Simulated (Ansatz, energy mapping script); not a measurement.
# GaCo: energy mapping under PBEsol

How strongly do the moments of GaCo couple under PBEsol? The plan is to run several orders and fit a Heisenberg model.

Main program and level: Ansatz 0.2.0; PBEsol; plane waves, collinear spin, no spin–orbit coupling.

## (1) Starting point

It takes space group Pm-3m (No. 221, cubic). The conventional cell has a = 2.878 Å, b = 2.878 Å, c = 2.878 Å, α = 90.00°, β = 90.00°, γ = 90.00°. Nearest to Ga lie 8 Co at 2.49 Å. Nearest to Co lie 8 Ga at 2.49 Å. Farther neighbours are not listed.

A plain semilocal functional is the cheapest rung. It tends to spread open shells too far.

## (2) Order 1: parallel, cell A of 4 atoms

The parallel order is the zero of energy for this cell and mesh.

input.yaml

```yaml
crystal:
  lattice:
    - [-2.878, 0.0, -2.878]
    - [0.0, -2.878, -2.878]
    - [-2.878, -2.878, 0.0]
  atoms:
    - { symbol: Ga, position: [0.25, 0.25, 0.25] }
    - { symbol: Ga, position: [0.75, 0.75, 0.75] }
    - { symbol: Co, position: [0.5, 0.5, 0.5], spin: 2.0 }
    - { symbol: Co, position: [0.0, 0.0, 0.0], spin: 2.0 }
magnetization:
  spin_polarized: true
kpoints:
  mp_grid: { grid: [12, 12, 12] }
hamiltonian:
  xc: pbesol
scf:
  occupations: { method: fermi_dirac, width: 0.1 }
output:
  eigenvalues: true
```

Command:

```bash
ansatz run input.yaml --threads 4 --pin off --max-ram 8192MiB --backend cpu --events-out ev --progress --plain --runs-dir out
```

Numbers of over 12 decimals in the logs are rounded to 6 here.

What it wrote:

```text
Engine: ansatz 0.2.0, aarch64-unknown-linux-gnu
Pseudopotentials: kind: paw
Pseudopotential: Ga, paw, valence charge 13, recommended cutoff 420 eV (normal), Ga.paw.azcp
Pseudopotential: Co, paw, valence charge 17, recommended cutoff 420 eV (normal), Co.paw.azcp
Functional definition: PBEsol
  exchange = pbesol_x
  correlation = pbesol_c
Crystal: 4 atoms, lattice volume = 47.676 Å³
Basis set: ecut = 420 eV, 941 PW (Γ)
Bands: 39, of which v1, the nominal top of the filled ones, is band 30 counted from 1 (29 counted from 0)
Symmetry: 96 space group operations
Space group: Pm-3m (ITA 221), of the structure as read, at distance tolerance 3.6e-5 Å
Magnetic group: BNS 221.92 (UNI 1594), of the structure as read, at distance tolerance 3.6e-5 Å
k-points: 72 of 1728
Non-local potential: Ga, projectors of the file, l = 0: 2, l = 1: 2, l = 2: 3, l = 3: 1
Non-local potential: Co, projectors of the file, l = 0: 3, l = 1: 2, l = 2: 3, l = 3: 1
PAW form: soft (Blöchl's): semilocal exchange-correlation on the pseudo side does not see the compensation charge
PAW frozen core: Ga, regenerated for the run's functional, and the local potential with it (the file was generated under x = pbe(κ = 0.804, μ = 0.219515), c = pbe(β = 0.066725))
PAW frozen core: Co, regenerated for the run's functional, and the local potential with it (the file was generated under x = pbe(κ = 0.804, μ = 0.219515), c = pbe(β = 0.066725))
PAW one-centre angular grid: Ga, 590 points (default); XC on 64 Gauss nodes
PAW one-centre angular grid: Co, 590 points (default); XC on 64 Gauss nodes
Initial density: superposition of atomic densities (chi_scale 0.1, normalization cell)
Starting moments: Σ|m| = 4 μB on 2 of 4 sites
Initial wavefunctions: pseudopotential atomic-orbital guess
Functional: x = pbesol(κ = 0.804, μ = 0.123457), c = pbesol(β = 0.046)
iter 1 solved again at ethr=2.36e-3 eV; its pass at ethr=3.10e-3 eV (dr2=1.42e0 eV) is discarded
SCF iter   1: F=—  HF=-17671.419439 eV  |F-HF|=—  |Δ(HF+E_count)|=         —  Δρ=1.47e-1 (↑1.47e-1 ↓9.72e-2)  dr2=1.42e0  dr2_m=6.22e0  M=1.128 μB ∫|m|=1.444 μB  β_m=0.30  ethr=2.36e-3  ⟨swp⟩=1.2  Hψ=25590  notcnv=0
Mixer restart at iter 1: flushing history
preconditioner: auto → Kerker (q_TF=auto, 2.835 Å⁻¹)  [metal: Δε(μ)=0.003 eV  Ē_g=13.263 eV  σ=0.100 eV  W_gap=0.01  n_scr=14 (ndim 8)  ℏωp=35.7 eV  f_vac=0.000  D(μ)=4.10/eV (n_scr^D=58)]
spin=Collinear: Kerker preconditioning applied to the charge; magnetization (m = ρ↑ − ρ↓) channel mixes plain (no charge-response kernel on spin).
SCF iter   2: F=—  HF=-17671.370052 eV  |F-HF|=—  |Δ(HF+E_count)|=   4.94e-2  Δρ=1.06e-1 (↑9.31e-2 ↓1.06e-1)  dr2=6.98e-1  dr2_m=4.18e0  M=0.867 μB ∫|m|=1.153 μB  β_m=0.65  ethr=2.36e-3  ⟨swp⟩=2.5  Hψ=8905  notcnv=0
SCF iter   3: F=—  HF=-17674.084489 eV  |F-HF|=—  |Δ(HF+E_count)|=    2.71e0  Δρ=5.94e-2 (↑5.94e-2 ↓2.50e-2)  dr2=4.37e-1  dr2_m=6.60e-1  M=0.397 μB ∫|m|=0.594 μB  β_m=0.74  ethr=1.16e-3  ⟨swp⟩=3.1  Hψ=12669  notcnv=0  defer=146
SCF iter   4: F=—  HF=-17673.767121 eV  |F-HF|=—  |Δ(HF+E_count)|=   3.17e-1  Δρ=1.68e-2 (↑1.68e-2 ↓1.41e-2)  dr2=4.37e-1  dr2_m=5.91e-3  M=0.172 μB ∫|m|=0.257 μB  β_m=0.72  ethr=7.29e-4  ⟨swp⟩=2.4  Hψ=11908  notcnv=0  defer=277
SCF iter   5: F=—  HF=-17673.694203 eV  |F-HF|=—  |Δ(HF+E_count)|=   7.29e-2  Δρ=9.38e-3 (↑9.38e-3 ↓4.23e-3)  dr2=2.59e-2  dr2_m=6.71e-3  M=0.140 μB ∫|m|=0.202 μB  β_m=0.66  ethr=7.29e-4  ⟨swp⟩=2.0  Hψ=9878  notcnv=0  defer=277
SCF iter   6: F=—  HF=-17673.701439 eV  |F-HF|=—  |Δ(HF+E_count)|=   7.24e-3  Δρ=1.11e-2 (↑1.11e-2 ↓4.91e-3)  dr2=6.21e-2  dr2_m=4.74e-3  M=0.109 μB ∫|m|=0.156 μB  β_m=0.66  ethr=4.31e-5  ⟨swp⟩=2.1  Hψ=9837  notcnv=0  defer=272
SCF iter   7: F=—  HF=-17673.708472 eV  |F-HF|=—  |Δ(HF+E_count)|=   7.03e-3  Δρ=4.06e-3 (↑3.74e-3 ↓4.06e-3)  dr2=1.77e-2  dr2_m=2.61e-4  M=0.069 μB ∫|m|=0.097 μB  β_m=0.83  ethr=4.31e-5  ⟨swp⟩=2.0  Hψ=7376  notcnv=0  defer=273
SCF iter   8: F=—  HF=-17673.713554 eV  |F-HF|=—  |Δ(HF+E_count)|=   5.08e-3  Δρ=1.46e-3 (↑1.46e-3 ↓1.02e-3)  dr2=1.43e-4  dr2_m=6.53e-4  M=0.050 μB ∫|m|=0.069 μB  β_m=0.92  ethr=2.94e-5  ⟨swp⟩=2.0  Hψ=7374  notcnv=0  defer=274
SCF iter   9: F=—  HF=-17673.713687 eV  |F-HF|=—  |Δ(HF+E_count)|=   1.33e-4  Δρ=1.45e-3 (↑1.45e-3 ↓4.62e-4)  dr2=1.32e-3  dr2_m=1.25e-4  M=0.022 μB ∫|m|=0.030 μB  β_m=0.92  ethr=2.39e-7  ⟨swp⟩=2.1  Hψ=9969  notcnv=0  defer=273
SCF iter  10: F=—  HF=-17673.713688 eV  |F-HF|=—  |Δ(HF+E_count)|=   1.16e-6  Δρ=1.04e-4 (↑7.23e-5 ↓1.04e-4)  dr2=6.29e-6  dr2_m=2.31e-7  M=-0.001 μB ∫|m|=0.002 μB  β_m=0.96  ethr=2.39e-7  ⟨swp⟩=2.0  Hψ=10027  notcnv=0  defer=276
SCF iter  11: F=—  HF=-17673.713687 eV  |F-HF|=—  |Δ(HF+E_count)|=   1.28e-6  Δρ=6.41e-5 (↑3.22e-5 ↓6.41e-5)  dr2=2.77e-6  dr2_m=1.18e-7  M=0.001 μB ∫|m|=0.001 μB  β_m=0.98  ethr=1.05e-8  ⟨swp⟩=2.0  Hψ=9685  notcnv=0  defer=276
SCF iter  12: F=—  HF=-17673.713687 eV  |F-HF|=—  |Δ(HF+E_count)|=   1.08e-7  Δρ=1.84e-5 (↑5.99e-6 ↓1.84e-5)  dr2=1.77e-7  dr2_m=1.85e-8  M=0.000 μB ∫|m|=0.000 μB  β_m=0.84  ethr=4.62e-9  ⟨swp⟩=1.6  Hψ=6111  notcnv=0  defer=276
SCF iter  13: F=—  HF=-17673.713687 eV  |F-HF|=—  |Δ(HF+E_count)|=   2.13e-9  Δρ=9.14e-6 (↑9.14e-6 ↓4.70e-6)  dr2=5.59e-8  dr2_m=2.35e-9  M=0.000 μB ∫|m|=0.000 μB  β_m=0.67  ethr=2.95e-10  ⟨swp⟩=2.0  Hψ=9842  notcnv=0  defer=276
SCF iter  14: F=—  HF=-17673.713687 eV  |F-HF|=—  |Δ(HF+E_count)|=   7.07e-9  Δρ=3.32e-6 (↑3.32e-6 ↓9.19e-7)  dr2=4.55e-9  dr2_m=7.57e-10  M=0.000 μB ∫|m|=0.000 μB  β_m=0.84  ethr=9.32e-11  ⟨swp⟩=1.5  Hψ=6034  notcnv=0  defer=276
SCF iter  15: F=—  HF=-17673.713687 eV  |F-HF|=—  |Δ(HF+E_count)|=  6.33e-10  Δρ=6.00e-7 (↑6.00e-7 ↓2.33e-7)  dr2=1.93e-10  dr2_m=2.05e-11  M=0.000 μB ∫|m|=0.000 μB  β_m=0.68  ethr=7.59e-12  ⟨swp⟩=1.5  Hψ=6172  notcnv=0  defer=276
SCF iter  16: F=-17673.713687 eV  HF=-17673.713687 eV  |F-HF|=3.64e-11  |Δ(HF+E_count)|=  4.73e-11  Δρ=2.07e-7 (↑1.50e-7 ↓2.07e-7)  dr2=4.34e-11  dr2_m=3.99e-13  M=-0.000 μB ∫|m|=0.000 μB  ethr=1.00e-12  ⟨swp⟩=6.0  Hψ=18603  notcnv=0
SCF 1 converged in 16 iterations: F = -17673.713687 eV  dr2 = 4.34e-11
  greatest PAW one-centre occupation: 1.001 electrons in one spin orbital (limit 2), on the Co atom at site 3 (counted from 0), in its partial waves of l = 1
WARN: the starting moments were not kept: the SCF closed with an absolute magnetisation of 3.1e-6 μB, where they sum to 4 μB in size (2 sites). That is at most 0.1 of that sum. Measured as dr2_m measures the in/out step, that magnetisation stands 9.8e-12 eV from none, at or under the dr2_threshold of 1.0e-7 eV: it is no larger than a step whose dr2_m would equal this threshold. The system may hold no moment; this SCF [...]
SCF converged after 16 iterations
Magnetization: -0.0000 μB (30.0000 up, 30.0000 down)
Absolute magnetization: 0.0000 μB (∫|ρ↑−ρ↓|, with the PAW one-centre terms)
Spin contamination: 0.0000 ħ² per cell (⟨S²⟩ above its minimum at these occupations)
Per-site moments (μB) at R_I (Å): [(6.88856878425171e-8, 1.028124), (6.8885687874847e-8, 1.028124), (-1.3004006984448361e-6, 1.028124), (-1.3004006985346424e-6, 1.028124)]
Free energy (F): -17673.713687 eV
Harris-Foulkes:  -17673.713687 eV  (|F-HF|=3.64e-11)
Internal energy: -17673.634017 eV  (E = F + TS)
E sigma→0 (E₀):  -17673.673852 eV
Entropy (-TS):   -0.079670 eV (-19.917 meV/atom)
Fermi energy:    16.696017 eV
--- Per-component energies (eV) ---
  E_band       = -439.259603
  E_kinetic    = 1147.148454
  E_local      = -8969.055709  (includes V_loc(G=0)·N_el)
  E_nonlocal   = 1774.686367
  E_hartree    = 3973.907198
  E_xc         = -454.462974
  E_vxc        = -527.955922  (∫ρ·V_xc dr)
  E_paw        = -6872.727223  (= ΣΔE_a)
  E_vpaw       = -1811.897658  (= ΣTr[D̂ρ^β])
  E_aug_tail   = -0.000109  (compensation charges beyond the density's cutoff)
  E_ewald      = -8275.232815
  E_core_change = 2.102794  (= ΣΔE_core)
  E_smearing   = -0.079670  (= −TS)
  E_closure    = 0.000000  (closes the sum)
  Σ components = -17673.713687   (vs F -17673.713687, Δ=0.00e0)
--- Band table (eV; the first three rows and the last of 144) ---
  k-point 0 ↑: bands = [... 26 lower, 16.0205, 16.5263, 16.5263, 17.3570, 20.5338, 20.5338, 20.5338, 21.5379, ... 5 higher]
  k-point 1 ↑: bands = [... 26 lower, 15.9880, 16.4497, 16.4497, 17.5482, 19.3770, 20.2570, 20.2570, 21.6983, ... 5 higher]
  k-point 2 ↑: bands = [... 26 lower, 15.8905, 16.2409, 16.2409, 17.5750, 18.4823, 19.9072, 19.9072, 21.2624, ... 5 higher]
  k-point 71 ↓: bands = [... 26 lower, 15.2563, 15.2563, 15.7662, 15.7662, 16.7801, 16.7801, 21.5324, 21.5324, ... 5 higher]
```

Run time: 6.1 s. Hardware: 4 threads of Arm Neoverse V2, shared host; peak memory 0.52 GiB; 23 s of CPU time.

No atom keeps a moment above 0.05 μB.

The run ends non-magnetic, not as typed: a moment turned or collapsed in the SCF or in the program's search for a lower state.

## (3) Order 2: parallel, cell B of 4 atoms

A new cell needs its own zero of energy.

This run holds the same structure in another cell (a 4.070 → 2.878 Å, b 4.070 → 2.878 Å, c 4.070 → 5.756 Å, α 60.0 → 90.0°, β 60.0 → 90.0°, γ 60.0 → 90.0°).

input.yaml, the sections that differ from step 2:

```yaml
crystal:
  lattice:
    - [2.878, 0.0, 0.0]
    - [0.0, 2.878, 0.0]
    - [0.0, 0.0, 5.756]
  atoms:
    - { symbol: Ga, position: [0.5, 0.5, 0.25] }
    - { symbol: Ga, position: [0.5, 0.5, 0.75] }
    - { symbol: Co, position: [0.0, 0.0, 0.0], spin: 2.0 }
    - { symbol: Co, position: [0.0, 0.0, 0.5], spin: 2.0 }
kpoints:
  mp_grid: { grid: [13, 13, 7] }
# magnetization, hamiltonian, scf, output: as in step 2
```

What it wrote:

```text
[...]
Crystal: 4 atoms, lattice volume = 47.676 Å³
Basis set: ecut = 420 eV, 927 PW (Γ)
Bands: 39, of which v1, the nominal top of the filled ones, is band 30 counted from 1 (29 counted from 0)
Symmetry: 32 space group operations
[...]
k-points: 112 of 1183
[...]
Starting moments: Σ|m| = 4 μB on 2 of 4 sites
[...]
SCF iter  16: F=-17673.712946 eV  HF=-17673.712946 eV  |F-HF|=5.46e-11  |Δ(HF+E_count)|=  5.82e-11  Δρ=2.34e-7 (↑2.34e-7 ↓1.89e-7)  dr2=6.26e-11  dr2_m=3.62e-13  M=0.000 μB ∫|m|=0.000 μB  ethr=1.00e-12  ⟨swp⟩=6.1  Hψ=28376  notcnv=0
SCF 1 converged in 16 iterations: F = -17673.712946 eV  dr2 = 6.26e-11
[...]
SCF converged after 16 iterations
Magnetization: 0.0000 μB (30.0000 up, 30.0000 down)
Absolute magnetization: 0.0000 μB (∫|ρ↑−ρ↓|, with the PAW one-centre terms)
[...]
Per-site moments (μB) at R_I (Å): [(-8.63238229964948e-8, 1.028124), (-8.63238229964948e-8, 1.028124), (2.0020015250518143e-6, 1.028124), (2.0020015250518143e-6, 1.028124)]
Free energy (F): -17673.712946 eV
[...]
Internal energy: -17673.631630 eV  (E = F + TS)
E sigma→0 (E₀):  -17673.672288 eV
Entropy (-TS):   -0.081316 eV (-20.329 meV/atom)
Fermi energy:    16.697547 eV
[...]
--- Band table (eV; the first three rows and the last of 224) ---
  k-point 0 ↑: bands = [... 26 lower, 16.0208, 16.0208, 16.0210, 16.0270, 16.8375, 21.8808, 21.8808, 21.8808, ... 5 higher]
  k-point 1 ↑: bands = [... 26 lower, 15.9541, 15.9541, 16.0213, 16.0267, 16.8580, 21.1398, 22.0532, 22.0532, ... 5 higher]
  k-point 2 ↑: bands = [... 26 lower, 15.7799, 15.7799, 16.0222, 16.0259, 16.9761, 19.6727, 22.5447, 22.5447, ... 5 higher]
  k-point 111 ↓: bands = [... 26 lower, 16.3411, 16.4172, 16.6616, 17.0351, 17.3205, 17.7910, 18.6112, 18.8553, ... 5 higher]
```

Wall time 9.2 s (4 threads); peak memory 0.59 GiB; 34 s of CPU time.

No atom keeps a moment above 0.05 μB.

The run ends non-magnetic, not as typed: a moment turned or collapsed in the SCF or in the program's search for a lower state.

## (4) Order 3: parallel, cell C of 4 atoms

The parallel order again, as the reference for this cell.

This run holds the same structure in another cell (b 2.878 → 4.070 Å, c 5.756 → 4.070 Å).

input.yaml, the sections that differ from step 3:

```yaml
crystal:
  lattice:
    - [-2.878, 0.0, 0.0]
    - [0.0, 2.878, 2.878]
    - [0.0, 2.878, -2.878]
  atoms:
    - { symbol: Ga, position: [0.5, 0.5, 0.0] }
    - { symbol: Ga, position: [0.5, 0.0, 0.5] }
    - { symbol: Co, position: [0.0, 0.0, 0.0], spin: 2.0 }
    - { symbol: Co, position: [0.0, 0.5, 0.5], spin: 2.0 }
kpoints:
  mp_grid: { grid: [13, 10, 10] }
# magnetization, hamiltonian, scf, output: as in step 3
```

What it wrote:

```text
[...]
Crystal: 4 atoms, lattice volume = 47.676 Å³
Basis set: ecut = 420 eV, 929 PW (Γ)
Bands: 39, of which v1, the nominal top of the filled ones, is band 30 counted from 1 (29 counted from 0)
[... 1 set-up line as in the run before ...]
[...]
k-points: 147 of 1300
[...]
Starting moments: Σ|m| = 4 μB on 2 of 4 sites
[...]
k-point 0 ↑: bands = [... 26 lower, 15.5263, 16.0204, 16.0204, 16.0205, 16.4899, 19.0211, 19.8602, 21.8808, ... 5 higher]
  k-point 1 ↑: bands = [... 26 lower, 15.5377, 15.9527, 15.9682, 16.0076, 16.5497, 19.1594, 20.2061, 21.5433, ... 5 higher]
  k-point 2 ↑: bands = [... 26 lower, 15.5710, 15.7517, 15.8365, 15.9706, 16.7355, 19.2904, 20.7604, 20.9957, ... 5 higher]
  k-point 146 ↓: bands = [... 26 lower, 15.5185, 15.5185, 15.5330, 15.5330, 16.5070, 16.5070, 19.0799, 19.0799, ... 5 higher]
[key lines of the parts left out:]
SCF converged after 16 iterations
Magnetization: 0.0000 μB (30.0000 up, 30.0000 down)
Free energy (F): -17673.713046 eV
Fermi energy:    16.696057 eV
```

It took 12 s on 4 threads; peak memory 0.67 GiB.

The run ends non-magnetic, not as typed: a moment turned or collapsed in the SCF or in the program's search for a lower state.

## (5) Order 4: parallel, cell D of 6 atoms

A new cell needs its own zero of energy.

input.yaml, the sections that differ from step 4:

```yaml
crystal:
  lattice:
    - [2.878, 0.0, 2.878]
    - [0.0, -2.878, -2.878]
    - [2.878, 2.878, -2.878]
  atoms:
    - { symbol: Ga, position: [0.333333333, 0.666666667, 0.166666667] }
    - { symbol: Ga, position: [0.666666667, 0.333333333, 0.833333333] }
    - { symbol: Ga, position: [0.0, 0.0, 0.5] }
    - { symbol: Co, position: [0.0, 0.0, 0.0], spin: 2.0 }
    - { symbol: Co, position: [0.333333333, 0.666666667, 0.666666667], spin: 2.0 }
    - { symbol: Co, position: [0.666666667, 0.333333333, 0.333333333], spin: 2.0 }
kpoints:
  mp_grid: { grid: [11, 11, 8] }
# magnetization, hamiltonian, scf, output: as in step 4
```

What it wrote:

```text
[...]
Crystal: 6 atoms, lattice volume = 71.514 Å³
Basis set: ecut = 420 eV, 1385 PW (Γ)
Bands: 58, of which v1, the nominal top of the filled ones, is band 45 counted from 1 (44 counted from 0)
Symmetry: 36 space group operations
[...]
k-points: 110 of 968
[...]
Starting moments: Σ|m| = 6 μB on 3 of 6 sites
[...]
k-point 0 ↑: bands = [... 41 lower, 15.7939, 16.0209, 16.0213, 16.0213, 19.5714, 19.5714, 19.5910, 19.5910, ... 9 higher]
  k-point 1 ↑: bands = [... 41 lower, 15.9560, 15.9888, 15.9888, 16.5959, 18.9787, 19.6060, 19.6060, 19.6863, ... 9 higher]
  k-point 2 ↑: bands = [... 41 lower, 15.8912, 16.2418, 16.2418, 17.5752, 18.4822, 19.7267, 19.7267, 19.9076, ... 9 higher]
  k-point 109 ↓: bands = [... 41 lower, 15.6224, 15.6819, 15.6819, 15.8191, 16.8498, 16.9097, 16.9097, 22.7733, ... 9 higher]
[key lines of the parts left out:]
SCF converged after 16 iterations
Magnetization: -0.0000 μB (45.0000 up, 45.0000 down)
Free energy (F): -26510.568521 eV
Fermi energy:    16.699829 eV
```

Run time: 21 s. Hardware: 4 threads; peak memory 0.89 GiB; 81 s of CPU time.

The run ends non-magnetic, not as typed: a moment turned or collapsed in the SCF or in the program's search for a lower state.

## (6) Order 5: parallel, cell E of 6 atoms

A new cell needs its own zero of energy.

This run holds the same structure in another cell (a 4.070 → 2.878 Å, b 4.070 → 2.878 Å, c 4.985 → 8.634 Å, γ 120.0 → 90.0°).

input.yaml, the sections that differ from step 5:

```yaml
crystal:
  lattice:
    - [2.878, 0.0, 0.0]
    - [0.0, 2.878, 0.0]
    - [0.0, 0.0, 8.634]
  atoms:
    - { symbol: Ga, position: [0.5, 0.5, 0.166666667] }
    - { symbol: Ga, position: [0.5, 0.5, 0.5] }
    - { symbol: Ga, position: [0.5, 0.5, 0.833333333] }
    - { symbol: Co, position: [0.0, 0.0, 0.0], spin: 2.0 }
    - { symbol: Co, position: [0.0, 0.0, 0.333333333], spin: 2.0 }
    - { symbol: Co, position: [0.0, 0.0, 0.666666667], spin: 2.0 }
kpoints:
  mp_grid: { grid: [13, 13, 5] }
# magnetization, hamiltonian, scf, output: as in step 5
```

What it wrote:

```text
[...]
Crystal: 6 atoms, lattice volume = 71.514 Å³
Basis set: ecut = 420 eV, 1393 PW (Γ)
Bands: 58, of which v1, the nominal top of the filled ones, is band 45 counted from 1 (44 counted from 0)
Symmetry: 48 space group operations
[...]
k-points: 84 of 845
[...]
Starting moments: Σ|m| = 6 μB on 3 of 6 sites
[...]
k-point 0 ↑: bands = [... 41 lower, 16.0208, 16.0208, 16.0252, 16.0252, 17.0651, 17.0651, 21.8808, 21.8808, ... 9 higher]
  k-point 1 ↑: bands = [... 41 lower, 15.9625, 16.0210, 16.0240, 16.0261, 16.8864, 17.5616, 21.2242, 22.0313, ... 9 higher]
  k-point 2 ↑: bands = [... 41 lower, 15.8074, 16.0217, 16.0228, 16.0266, 16.8412, 18.5343, 19.8756, 22.4627, ... 9 higher]
  k-point 83 ↓: bands = [... 41 lower, 16.4614, 16.4716, 16.5383, 16.6124, 16.9186, 17.5104, 18.8930, 19.0240, ... 9 higher]
[key lines of the parts left out:]
SCF converged after 16 iterations
Magnetization: 0.0000 μB (45.0000 up, 45.0000 down)
Free energy (F): -26510.569818 eV
Fermi energy:    16.696826 eV
```

Run time: 16 s. Hardware: 4 threads; peak memory 0.78 GiB; 63 s of CPU time.

The run ends non-magnetic, not as typed: a moment turned or collapsed in the SCF or in the program's search for a lower state.

## (7) From energies to couplings

Each energy difference is a sum of couplings weighted by the pairs that the order reverses. A few near shells are fitted to the differences by least squares. Energies are those extrapolated to zero occupation width, not the free energies F.

The orders side by side; each is measured from the parallel order in the same cell and on the same mesh:

```tsv
order	atoms	energy (meV a magnetic atom)	moments (μB)	moments kept as typed
parallel in cell A (typed; ended non-magnetic)	4	-	0.00	no
parallel in cell B (typed; ended non-magnetic)	4	-	0.00	no
parallel in cell C (typed; ended non-magnetic)	4	-	0.00	no
parallel in cell D (typed; ended non-magnetic)	6	-	0.00	no
parallel in cell E (typed; ended non-magnetic)	6	-	0.00	no
```

No pair of orders in one cell converged with its signs kept, so no coupling can be fitted.

## (8) Outcome

```
couplings : not obtained
```

Only parallel starts were run, since none kept its moments as typed; they end non-magnetic.

[Logs and program files are shortened in this print: banners, set-up blocks, solver, clock and traceback lines can be left out without a mark of their own.]

[Logs are printed without paths, hosts, clocks, repeated set-up lines and the standing remarks that a program may print on its own settings, such as how far it seeks lower states.]

[Hosts, paths, dates, database ids (printed as entryN), source tags and the programs' standing remarks are cut or masked in the printed files.]

[Where a cell is said to come from a database of computed structures, the database is the Materials Project.]
